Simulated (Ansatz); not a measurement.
# Pb2ICl2F: complex band structure

A new crystal, Pb2ICl2F: structure, gap and complex bands. It is built by putting I for part of the F in the PbClF structure of space group P4/nmm, with the volume rescaled by atomic radii. The parent structure comes from the Materials Project.

Program: Ansatz 0.2.0. Level of theory: LDA DFT, plane waves, PAW files, in the first sound run; inputs show where later runs differ. Results are calculated unless marked as measured.

Report form: the programs' logs are mostly left out.

The structure was built from a prototype and need not be the compound's stable phase.

## (1) Set-up

It takes space group P-4m2 (No. 115, tetragonal). Conventional cell: a = 4.401 Å, b = 4.401 Å, c = 7.754 Å, α = 90.00°, β = 90.00°, γ = 90.00°. Nearest to Pb lie 2 F at 2.72 Å and 2 I at 2.72 Å. Nearest to Cl lie 4 Pb at 3.31 Å. Nearest to F lie 4 Pb at 2.72 Å. Nearest to I lie 4 Pb at 2.72 Å. It derives from PbClF. I for part of the F in the PbClF structure of space group P4/nmm. Farther neighbours and most contacts between anions are not listed.

Structure file:

```cif
data_structure
_symmetry_space_group_name_H-M 'P-4m2'
_symmetry_Int_Tables_number 115
_cell_length_a 4.4014
_cell_length_b 4.4014
_cell_length_c 7.7538
_cell_angle_alpha 90.000
_cell_angle_beta 90.000
_cell_angle_gamma 90.000
_cell_volume 150.21
loop_
_atom_site_label
_atom_site_type_symbol
_atom_site_symmetry_multiplicity
_atom_site_Wyckoff_symbol
_atom_site_fract_x
_atom_site_fract_y
_atom_site_fract_z
_atom_site_occupancy
Pb1 Pb 2 g 0.00000 0.50000 0.79491 1
Cl1 Cl 2 g 0.50000 0.00000 0.64891 1
F1 F 1 b 0.50000 0.50000 0.00000 1
I1 I 1 a 0.00000 0.00000 0.00000 1
```

## (2) Relaxing the new crystal

The substituted atoms don't fit the parent's cell, so cell and atoms relax together. A small smearing keeps the run stable in case the gap closes on the way.

Contents of input.yaml:

```yaml
crystal:
  lattice:
    - [4.4013870569, 0.0, 0.0]
    - [0.0, 4.4013870569, 0.0]
    - [0.0, 0.0, 7.7538397994]
  atoms:
    - { symbol: Pb, position: [0.0, 0.5, 0.79490508] }
    - { symbol: Pb, position: [0.5, 0.0, 0.20509492] }
    - { symbol: Cl, position: [0.5, 0.0, 0.64891443] }
    - { symbol: Cl, position: [0.0, 0.5, 0.35108557] }
    - { symbol: F, position: [0.5, 0.5, 0.0] }
    - { symbol: I, position: [0.0, 0.0, 0.0] }
kpoints:
  mp_grid: { grid: [6, 6, 4] }
scf:
  occupations: { method: gaussian, width: 0.03 }
hamiltonian:
  xc: lda
output:
  forces: true
  stress: true
relax:
  f_tol: 0.02
  max_steps: 60
  cell: {}
```

Launch:

```
$ ansatz run input.yaml --threads 2 --pin off --max-ram 4096MiB --backend cpu --events-out ev --progress --plain --runs-dir out
```

The job ended after 27 s (2 threads of Intel Xeon 6975P-C (Granite Rapids), shared host; peak memory 0.54 GiB; 53 s of CPU time).

The steps of the relaxation:

```csv
step,energy less that of the first step (eV),largest force component (eV/Å),pressure (GPa),volume (Å³)
1,0.0000,3.6638,5.73,150.21
2,-1.0849,1.5037,0.14,154.53
3,-1.4618,0.1178,-0.21,147.31
4,-1.4674,0.0518,-0.05,146.66
5,-1.4683,0.0057,-0.03,146.73
6*,-1.4667,0.0060,-0.05,146.73
7,-1.4670,0.0017,-0.01,146.59
8*,-1.4669,0.0017,-0.01,146.59
```

Relaxation steps marked * repeat the geometry before them on a plane-wave basis chosen anew for their cell, so energy and pressure can jump there.

The run keeps the 8 symmetry operations that it works with, so distortions that break them were not tested.

```csv
"conventional cell, symmetrised",before,after,change
a (Å),4.401,4.283,-2.7 %
b (Å),4.401,4.283,-2.7 %
c (Å),7.754,7.992,+3.1 %
volume (Å³/atom),25.03,24.43,-2.4 %
```

The atoms that moved most (Å, as changes of fractional coordinates times the final cell):

```csv
atom,dx,dy,dz,length
Pb2,0.000,0.000,0.407,0.407
Pb1,0.000,0.000,-0.407,0.407
Cl4,0.000,0.000,0.075,0.075
Cl3,0.000,0.000,-0.075,0.075
```

The relaxed structure:

```cif
data_structure
_symmetry_space_group_name_H-M 'P 1'
_symmetry_Int_Tables_number 1
_cell_length_a 4.2828
_cell_length_b 4.2828
_cell_length_c 7.9919
_cell_angle_alpha 90.000
_cell_angle_beta 90.000
_cell_angle_gamma 90.000
_cell_volume 146.59
loop_
_atom_site_label
_atom_site_type_symbol
_atom_site_fract_x
_atom_site_fract_y
_atom_site_fract_z
_atom_site_occupancy
Pb1 Pb 0.00000 0.50000 0.74392 1
Pb2 Pb 0.50000 0.00000 0.25608 1
Cl3 Cl 0.50000 0.00000 0.63957 1
Cl4 Cl 0.00000 0.50000 0.36043 1
F5 F 0.50000 0.50000 0.00000 1
I6 I 0.00000 0.00000 0.00000 1
```

Numbers from this step:

```yaml
free_energy: -33445.9940 eV
fermi_energy: 7.941 eV
pressure: -0.009951 GPa
```

The largest force component on a free atom ends at 0.0017 eV/Å.

## (3) The bulk crystal and its band edges

The energy window and the wavevectors of the next steps follow from the band edges, so these are searched first, off the mesh as well.

Contents of input.yaml:

```yaml
crystal:
  lattice:
    - [4.2828290472, 0.0, 0.0]
    - [0.0, 4.2828290472, 0.0]
    - [0.0, 0.0, 7.9919243398]
  atoms:
    - { symbol: Pb, position: [0.0, 0.5, 0.7439215306] }
    - { symbol: Pb, position: [0.5, 0.0, 0.2560784694] }
    - { symbol: Cl, position: [0.5, 0.0, 0.6395704304] }
    - { symbol: Cl, position: [0.0, 0.5, 0.3604295696] }
    - { symbol: F, position: [0.5, 0.5, 0.0] }
    - { symbol: I, position: [0.0, 0.0, 0.0] }
kpoints:
  mp_grid: { grid: [6, 6, 4] }
  band_path: { path: [VBM, CBM], npoints: 30 }
scf:
  occupations: { method: fixed }
hamiltonian:
  xc: lda
output:
  eigenvalues: true
  write_potential: true
  write_density: true
  volumetric_format: npy
  elf: true
```

It took 18 s on 2 threads; peak memory 0.55 GiB; 36 s of CPU time.

Numbers from this step:

```yaml
fermi_energy: 6.979 eV
gap_on_the_k_mesh: 1.924 eV
gap_on_path: 1.924 eV, by band count; negative where bands overlap
direct_gap_on_path: 2.593 eV
edge_places_on_path: 0, 0.7036 1/A along the path
```

Electronic bands along the path, in eV, zero at the Fermi level (highest filled level under fixed occupations); v1 is the highest filled band, c1 the lowest empty one:

```csv
point,v4,v3,v2,v1,c1,c2,c3,c4
VBM,-1.86,-1.43,-0.01,0.00,3.09,3.57,3.60,3.79
halfway,-1.91,-1.84,-0.53,-0.42,2.62,3.30,3.40,4.04
CBM,-1.95,-1.57,-1.47,-0.67,1.92,2.95,3.11,3.22
```

Electrostatic potential energy in the ac plane at fractional y = 0.000, with atoms of Pb and Cl and I within 0.2 Å of it. With pseudopotentials it is smooth inside the atoms' cores, unlike the true potential.

Ten even steps from '0' (-36 eV) to '9' (12 eV), each cell a mean:
```
98568999997569
65579999998655
55789999999865
88999999999988
99999999999999
99999988899999
99998521379999
99997200048999
99996100027999
99997300058999
99999743589999
99999988899999
99999999999999
99999888899999
99998765688999
99986200147899
99973012015899
99872024204899
99873012105899
88886200137888
67888654578877
54578888888754
97568999998558
99558999997579
```
Columns run along a (4.3 Å; values clipped at the 3rd and 97th percentile), rows up along c (8.0 Å). Atoms in or near the plane, at fractional coordinates: Pb at (0.50, 0.26), Cl at (0.50, 0.64), I at (0.00, 0.00).

Valence density in the ac plane at fractional y = 0.000, with atoms of Pb and Cl and I within 0.2 Å of it. It is the smooth field of the valence electrons, not physical close to the nuclei.

Values in e/Å³, 24 rows by 14 columns, each cell a mean:
```
14  9  2  1  0  0  0  0  0  0  0  1  4 11
 4  3  1  0  0  0  0  0  0  0  0  1  1  3
 1  1  0  0  0  0  0  0  0  0  0  0  1  1
 0  0  0  0  0  0  0  0  0  0  0  0  0  0
 0  0  0  0  0  0  0  0  0  0  0  0  0  0
 0  0  0  0  0  0  1  1  0  0  0  0  0  0
 0  0  0  0  0  1  1  2  1  1  0  0  0  0
 0  0  0  0  1  2  1  1  2  1  1  0  0  0
 0  0  0  0  1  2  1  0  1  1  1  0  0  0
 0  0  0  0  1  1  2  2  2  1  0  0  0  0
 0  0  0  0  0  1  1  1  1  1  0  0  0  0
 0  0  0  0  0  0  0  1  0  0  0  0  0  0
 0  0  0  0  0  0  0  0  0  0  0  0  0  0
 0  0  0  0  0  0  0  0  0  0  0  0  0  0
 0  0  0  0  0  0  1  1  0  0  0  0  0  0
 0  0  0  0  0  1  2  3  2  1  0  0  0  0
 0  0  0  0  1  3  5  6  4  2  1  0  0  0
 0  0  0  0  1  4  8  9  6  3  1  0  0  0
 0  0  0  0  1  3  6  7  5  2  1  0  0  0
 0  0  0  0  1  1  2  3  2  1  0  0  0  0
 1  1  0  0  0  0  1  1  1  0  0  0  0  1
 2  1  1  0  0  0  0  0  0  0  0  1  1  2
10  6  2  1  0  0  0  0  0  0  0  1  3  8
17 11  3  1  0  0  0  0  0  0  0  1  5 14
```
Columns run along a (4.3 Å), rows up along c (8.0 Å). Atoms in or near the plane, at fractional coordinates: Pb at (0.50, 0.26), Cl at (0.50, 0.64), I at (0.00, 0.00).

ELF in the ac plane at fractional y = 0.000, with atoms of Pb and Cl and I within 0.2 Å of it. It is the smooth field of the valence electrons, not physical close to the nuclei.

Values, 24 rows by 14 columns, each cell a mean:
```
0.24 0.31 0.56 0.66 0.68 0.38 0.09 0.04 0.16 0.54 0.69 0.64 0.47 0.26
0.45 0.53 0.63 0.67 0.59 0.25 0.06 0.02 0.10 0.39 0.64 0.66 0.60 0.49
0.62 0.63 0.65 0.59 0.34 0.10 0.03 0.02 0.04 0.17 0.45 0.63 0.64 0.63
0.62 0.59 0.47 0.25 0.09 0.07 0.12 0.14 0.10 0.06 0.13 0.33 0.53 0.61
0.34 0.28 0.16 0.09 0.15 0.34 0.51 0.57 0.47 0.25 0.11 0.10 0.21 0.31
0.09 0.07 0.07 0.18 0.47 0.73 0.82 0.83 0.80 0.65 0.36 0.12 0.07 0.08
0.03 0.05 0.16 0.49 0.78 0.86 0.85 0.84 0.86 0.85 0.70 0.36 0.09 0.04
0.02 0.06 0.29 0.66 0.84 0.84 0.68 0.55 0.74 0.86 0.80 0.55 0.17 0.04
0.02 0.08 0.38 0.72 0.85 0.80 0.51 0.30 0.63 0.85 0.82 0.63 0.23 0.05
0.02 0.07 0.35 0.68 0.83 0.85 0.77 0.70 0.80 0.86 0.80 0.59 0.21 0.04
0.01 0.04 0.22 0.54 0.76 0.85 0.87 0.87 0.86 0.82 0.69 0.43 0.13 0.02
0.01 0.02 0.08 0.26 0.50 0.68 0.76 0.78 0.74 0.62 0.42 0.18 0.04 0.01
0.01 0.01 0.02 0.06 0.12 0.21 0.26 0.28 0.25 0.18 0.10 0.04 0.02 0.01
0.01 0.01 0.03 0.07 0.13 0.19 0.21 0.22 0.21 0.17 0.11 0.05 0.02 0.01
0.02 0.02 0.06 0.18 0.31 0.38 0.41 0.41 0.40 0.36 0.27 0.13 0.04 0.02
0.02 0.04 0.13 0.31 0.44 0.45 0.36 0.32 0.39 0.46 0.40 0.25 0.07 0.03
0.03 0.05 0.17 0.35 0.45 0.30 0.10 0.06 0.15 0.40 0.43 0.30 0.11 0.04
0.05 0.07 0.18 0.35 0.43 0.20 0.02 0.01 0.05 0.32 0.42 0.29 0.12 0.06
0.22 0.19 0.20 0.29 0.40 0.28 0.09 0.04 0.14 0.36 0.36 0.25 0.19 0.20
0.54 0.50 0.37 0.29 0.32 0.38 0.32 0.29 0.35 0.37 0.30 0.30 0.43 0.52
0.64 0.66 0.63 0.46 0.29 0.31 0.37 0.39 0.35 0.28 0.33 0.54 0.66 0.65
0.54 0.60 0.67 0.68 0.47 0.24 0.20 0.20 0.20 0.30 0.57 0.70 0.64 0.57
0.28 0.39 0.60 0.69 0.65 0.31 0.12 0.09 0.16 0.45 0.69 0.67 0.53 0.34
0.44 0.26 0.53 0.67 0.70 0.40 0.11 0.05 0.18 0.56 0.70 0.64 0.41 0.24
```
Columns run along a (4.3 Å), rows up along c (8.0 Å). Atoms in or near the plane, at fractional coordinates: Pb at (0.50, 0.26), Cl at (0.50, 0.64), I at (0.00, 0.00).

The searched edges give 1.92 eV, as on the mesh.

## (4) Complex bands, plane (001), k-mesh 6×6×4

This step: LDA DFT, plane waves, PAW files; complex bands by layer matching along the plane's normal (Ansatz 0.2.0).

The same crystal is laid in a cell whose first two vectors span the (001) plane (indices of the standard conventional cell, whose axes can be ordered otherwise than in the bulk input). At fixed energy and wavevector in the plane the solver finds all kz, real and complex. A few wavevectors are listed, (0, 0), (0, -0.5) and (0.4792, 0.4792) in units of the plane's reciprocal vectors; the slowest state needn't be among them.

Contents of input.yaml:

```yaml
crystal:
  lattice:
    - [4.282829047, 0.0, 0.0]
    - [0.0, 4.282829047, 0.0]
    - [0.0, 0.0, 7.99192434]
  atoms:
    - { symbol: Pb, position: [0.0, 0.5, 0.7439215306] }
    - { symbol: Pb, position: [0.5, 0.0, 0.2560784694] }
    - { symbol: Cl, position: [0.5, 0.0, 0.6395704304] }
    - { symbol: Cl, position: [0.0, 0.5, 0.3604295696] }
    - { symbol: F, position: [0.5, 0.5, 0.0] }
    - { symbol: I, position: [0.0, 0.0, 0.0] }
kpoints:
  mp_grid: { grid: [6, 6, 4] }
scf:
  occupations: { method: fixed }
hamiltonian:
  xc: lda
output:
  eigenvalues: true
  transmission:
    leads: [[0, 0]]
    kpoints: [[0.0, 0.0], [0.0, -0.5], [0.4792, 0.4792]]
    e_range: [-1.0, 2.92]
    de: 0.08
```

The job ended after 20 s (2 threads; peak memory 0.64 GiB; 30 s of CPU time).

This step gave:

```
level to which the leads are filled                       : 0.9619 eV from the Fermi level
decay constant at the filling level, zone centre          : 0.2265 Å⁻¹
decay constant at the filling level, slowest listed point : 0.2265 Å⁻¹
```

K parallel (0, 0); values up to 1.5 1/Å, a degenerate pair printed once or twice; energies at which all values exceed this have no row. Im kz of the slowest decaying states against energy, zero at the highest filled level on the SCF mesh:

```csv
energy (eV),decay 1 (Å⁻¹),decay 2 (Å⁻¹),decay 3 (Å⁻¹),decay 4 (Å⁻¹)
-1.0000,0.360,0.609,0.666,0.914
-0.7600,0.381,0.545,0.672,0.917
-0.5200,0.0705,0.394,0.407,0.637
-0.2800,0.133,0.401,0.573,0.908
-0.0400,0.167,0.404,0.628,0.898
0.2800,0.196,0.403,0.661,0.882
0.5200,0.211,0.398,0.673,0.867
0.7600,0.221,0.390,0.680,0.850
1.0000,0.227,0.379,0.683,0.831
1.2400,0.229,0.366,0.612,0.754
1.4800,0.227,0.348,0.572,0.788
1.7200,0.222,0.326,0.538,0.765
1.9600,0.213,0.299,0.506,0.740
2.2800,0.191,0.250,0.461,0.704
2.5200,0.166,0.194,0.424,0.675
2.7600,0.110,0.382,0.643,0.849
```

K parallel (0, -0.5); values up to 1.5 1/Å, a degenerate pair printed once or twice; energies at which all values exceed this have no row. Table of Im kz of the slowest decaying states by energy, zero at the highest filled level on the SCF mesh:

```csv
energy (eV),decay 1 (Å⁻¹),decay 2 (Å⁻¹),decay 3 (Å⁻¹),decay 4 (Å⁻¹)
-1.00,0.0868,0.394,0.517,0.540
-0.84,0.149,0.421,0.534,0.578
-0.68,0.186,0.442,0.547,0.611
-0.52,0.128,0.213,0.458,0.556
-0.36,0.174,0.233,0.470,0.562
-0.20,0.204,0.249,0.479,0.566
-0.04,0.226,0.262,0.486,0.567
0.12,0.243,0.273,0.491,0.566
0.28,0.255,0.281,0.493,0.563
0.44,0.265,0.287,0.494,0.557
0.60,0.272,0.291,0.494,0.550
0.76,0.277,0.293,0.492,0.540
0.92,0.280,0.294,0.488,0.527
1.00,0.280,0.294,0.486,0.520
1.16,0.280,0.292,0.480,0.502
1.32,0.276,0.288,0.473,0.480
1.48,0.269,0.282,0.451,0.464
1.64,0.255,0.273,0.411,0.454
1.80,0.221,0.262,0.345,0.442
1.96,0.176,0.246,0.428,0.612
2.12,0.224,0.299,0.412,0.585
2.28,0.194,0.334,0.393,0.557
2.44,0.145,0.354,0.370,0.530
2.60,0.343,0.366,0.503,0.545
2.76,0.309,0.374,0.475,0.499
2.92,0.263,0.326,0.426,0.430
```

K parallel (0.4792, 0.4792); values up to 1.5 1/Å, a degenerate pair printed once or twice; energies at which all values exceed this have no row. The Im kz of the slowest decaying states by energy, zero at the highest filled level on the SCF mesh:

```csv
energy (eV),decay 1 (Å⁻¹),decay 2 (Å⁻¹),decay 3 (Å⁻¹),decay 4 (Å⁻¹)
-1.0000,0.251,0.377,0.408,1.25
-0.7600,0.302,0.495,0.595,0.650
-0.5200,0.272,0.286,0.342,0.511
-0.2800,0.377,0.534,1.18,1.30
-0.0400,0.409,0.555,1.15,1.25
0.2800,0.170,0.174,0.449,0.583
0.5200,0.206,0.209,0.479,0.605
0.7600,0.226,0.228,0.512,0.631
1.0000,0.237,0.239,0.553,0.669
1.2400,0.243,0.245,0.614,0.751
1.4800,0.245,0.247,0.735,0.811
1.7200,0.243,0.245,0.722,0.789
1.9600,0.238,0.240,0.598,0.706
2.2800,0.226,0.228,0.458,0.518
2.5200,0.213,0.215,0.352,0.447
2.7600,0.196,0.198,0.200,0.383
```

At the listed wavevectors the last open channel is at -0.04 eV and the next at +2.60 eV on the grid, wider than the gap, since narrow bands can fall between grid energies. At +1.00 eV, the grid energy nearest the filling level (the middle of the gap on the SCF mesh), the slowest state at the listed wavevectors decays with κ = 0.227 Å⁻¹, its amplitude falling by e over 4.4 Å. Through 1 nm of this crystal that state's transmission falls by exp(−2 × 0.227 Å⁻¹ × 10 Å) = 0.011.

## (5) Decay over the two-dimensional zone

The listed points could miss the slowest state, so one energy near mid-gap is solved on a mesh of 8×8.

input.yaml: that of step 4 with these lines changed.

```diff
@@ -20,6 +20,2 @@
   eigenvalues: true
-  transmission:
-    leads: [[0, 0]]
-    kpoints: [[0.0, 0.0], [0.0, -0.5], [0.4792, 0.4792]]
-    e_range: [-1.0, 2.92]
-    de: 0.08
+  transmission: { leads: [[0, 0]], kmesh: [8, 8], e_range: [0.96, 0.97], de: 0.05 }
```

Run time: 12 s. Hardware: 2 threads; peak memory 0.72 GiB.

Numbers from this step:

```
least decay constant on the mesh : 0.2258 Å⁻¹
```

Slowest decay constant (1/Å; 0 where a channel is open) over k1 and k2. At 0.9600 eV from the Fermi level.

Ten even steps from '0' (0.226) to '9' (0.280):
```
23577753
55676765
77783877
97630367
77783877
55676765
23577753
12579752
```
Columns: k1 (b1) from -0.5 to 0.375; rows upwards: k2 (b2) from -0.5 to 0.375.

The least value on the mesh is 0.226 Å⁻¹ at +0.96 eV. At that energy the listed points give about 0.226 Å⁻¹ by interpolation, so the mesh holds no clearly slower state.

## (6) Complex bands, plane (100), k-mesh 6×4×6

The same for the (100) plane, at (0, 0) and (-0.5, 0), to see how the decay depends on direction.

Contents of input.yaml:

```yaml
crystal:
  lattice:
    - [4.282829047, 0.0, 0.0]
    - [0.0, 7.99192434, 0.0]
    - [0.0, 0.0, 4.282829047]
  atoms:
    - { symbol: Pb, position: [0.5, 0.7439215306, 0.0] }
    - { symbol: Pb, position: [0.0, 0.2560784694, 0.5] }
    - { symbol: Cl, position: [0.0, 0.6395704304, 0.5] }
    - { symbol: Cl, position: [0.5, 0.3604295696, 0.0] }
    - { symbol: F, position: [0.5, 0.0, 0.5] }
    - { symbol: I, position: [0.0, 0.0, 0.0] }
kpoints:
  mp_grid: { grid: [6, 4, 6] }
scf:
  occupations: { method: fixed }
hamiltonian:
  xc: lda
output:
  eigenvalues: true
  transmission:
    leads: [[0, 0]]
    kpoints: [[0.0, 0.0], [-0.5, 0.0]]
    e_range: [-1.0, 2.92]
    de: 0.1
```

The job ended after 29 s (2 threads; peak memory 1.1 GiB; 57 s of CPU time).

This step gave:

```
decay constant at the filling level, zone centre          : 0.2983 Å⁻¹
decay constant at the filling level, slowest listed point : 0.2983 Å⁻¹
```

K parallel (0, 0); values up to 1.5 1/Å, a degenerate pair printed once or twice; energies at which all values exceed this have no row. Im kz of the slowest decaying states against energy, zero at the highest filled level on the SCF mesh:

```csv
energy (eV),decay 1 (Å⁻¹),decay 2 (Å⁻¹),decay 3 (Å⁻¹),decay 4 (Å⁻¹)
-1.00,0.183,0.310,0.489,0.532
-0.70,0.0640,0.213,0.414,0.532
-0.40,0.0880,0.113,0.307,0.395
-0.20,0.177,0.247,0.340,0.393
0.00,0.221,0.326,0.357,0.389
0.10,0.236,0.358,0.362,0.386
0.40,0.268,0.370,0.372,0.434
0.70,0.287,0.350,0.367,0.494
1.00,0.298,0.320,0.357,0.504
1.20,0.293,0.302,0.345,0.488
1.50,0.240,0.304,0.321,0.459
1.80,0.143,0.285,0.301,0.424
2.10,0.240,0.294,0.380,0.473
2.30,0.221,0.287,0.343,0.450
2.60,0.189,0.272,0.273,0.408
2.90,0.102,0.152,0.256,0.352
```

K parallel (-0.5, 0); values up to 1.5 1/Å, a degenerate pair printed once or twice; energies at which all values exceed this have no row. Im kz of the slowest decaying states against energy, zero at the highest filled level on the SCF mesh:

```csv
energy (eV),decay 1 (Å⁻¹),decay 2 (Å⁻¹),decay 3 (Å⁻¹),decay 4 (Å⁻¹)
-1.00,0.213,0.243,0.292,0.354
-0.70,0.0745,0.288,0.343,0.351
-0.40,0.271,0.309,0.324,0.381
-0.20,0.306,0.350,0.387,0.400
0.00,0.0106,0.0140,0.315,0.376
0.10,0.134,0.222,0.317,0.355
0.40,0.248,0.319,0.374,0.386
0.70,0.305,0.315,0.368,0.448
1.00,0.303,0.340,0.359,0.491
1.20,0.291,0.350,0.355,0.510
1.50,0.264,0.333,0.367,0.523
1.80,0.135,0.290,0.311,0.367
2.10,0.280,0.290,0.356,0.511
2.30,0.254,0.281,0.341,0.462
2.60,0.201,0.253,0.302,0.408
2.90,0.0947,0.191,0.221,0.350
```

(Continued in part 2 of 2.)

[Logs are printed without paths, hosts, clocks, repeated set-up lines and the standing remarks that a program may print on its own settings, such as how far it seeks lower states.]

[Hosts, paths, dates, database ids (printed as entryN), source tags and the programs' standing remarks are cut or masked in the printed files.]
